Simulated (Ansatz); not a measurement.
In doubt: masses and optical values from hybrid runs of this build are listed as unsure (in some of the runs), which bears on the screening that GW takes from such a start.

Consider MoS2 (P6_3/mmc).

The database entry behind the starting cell differs from later determinations by our own check (about 0.3 % long), so it need not match the best structure at ambient conditions.

It takes space group P6_3/mmc (No. 194, hexagonal). Conventional cell: a = 3.169 Å, b = 3.169 Å, c = 12.324 Å, α = 90.00°, β = 90.00°, γ = 120.00°. Nearest to Mo lie 6 S at 2.41 Å. Nearest to S lie 3 Mo at 2.41 Å. Farther neighbours and most contacts between anions are not listed.

```cif
data_structure
_symmetry_space_group_name_H-M 'P 1'
_symmetry_Int_Tables_number 1
_cell_length_a 3.1690
_cell_length_b 3.1690
_cell_length_c 12.3240
_cell_angle_alpha 90.000
_cell_angle_beta 90.000
_cell_angle_gamma 120.000
_cell_volume 107.18
loop_
_atom_site_label
_atom_site_type_symbol
_atom_site_fract_x
_atom_site_fract_y
_atom_site_fract_z
_atom_site_occupancy
Mo1 Mo 0.33333 0.66667 0.25000 1
Mo2 Mo 0.66667 0.33333 0.75000 1
S3 S 0.33333 0.66667 0.62300 1
S4 S 0.66667 0.33333 0.12300 1
S5 S 0.33333 0.66667 0.87700 1
S6 S 0.66667 0.33333 0.37700 1
```

The cell and positions come from the Crystallography Open Database and are kept as given unless a step says otherwise. PAW set soft_2, made with PBE.

Gaps computed with Ansatz 0.2.0 without a self-energy: HSE06 1.44 eV, r2SCAN 0.99 eV and PBE0 2.11 eV.

What gap should G0W0 on HSE06 give (6×6×2 mesh, 848 empty bands, screening to 230 eV, default PAW files)?

About 1.48 eV: on its mesh the run moves the gap from 1.44 eV by +0.04 eV. Among the scalar-relativistic levels given, HSE06 is nearest (−0.04 eV). Bands and cutoff are finite, so the gap is not at the basis limit. The miss can reach some tenths of an eV and take either sign; the mesh is an error of its own. The many-body steps are scalar-relativistic: spin-orbit coupling is not in them.

[Paths, hosts, dates, memory and timing lines, banners, echoed tables and standing remarks are left out of the program output.]

[Logs are printed without paths, hosts, clocks, repeated set-up lines and the standing remarks that a program may print on its own settings, such as how far it seeks lower states.]

[Runs of the session that timed out or met a known fault of the program may be left out.]

[Cells called generated may have been cut or substituted from an entry of the Crystallography Open Database or the Materials Project.]

[Hosts, paths, dates, database ids (printed as entryN), source tags and the programs' standing remarks are cut or masked in the printed files.]
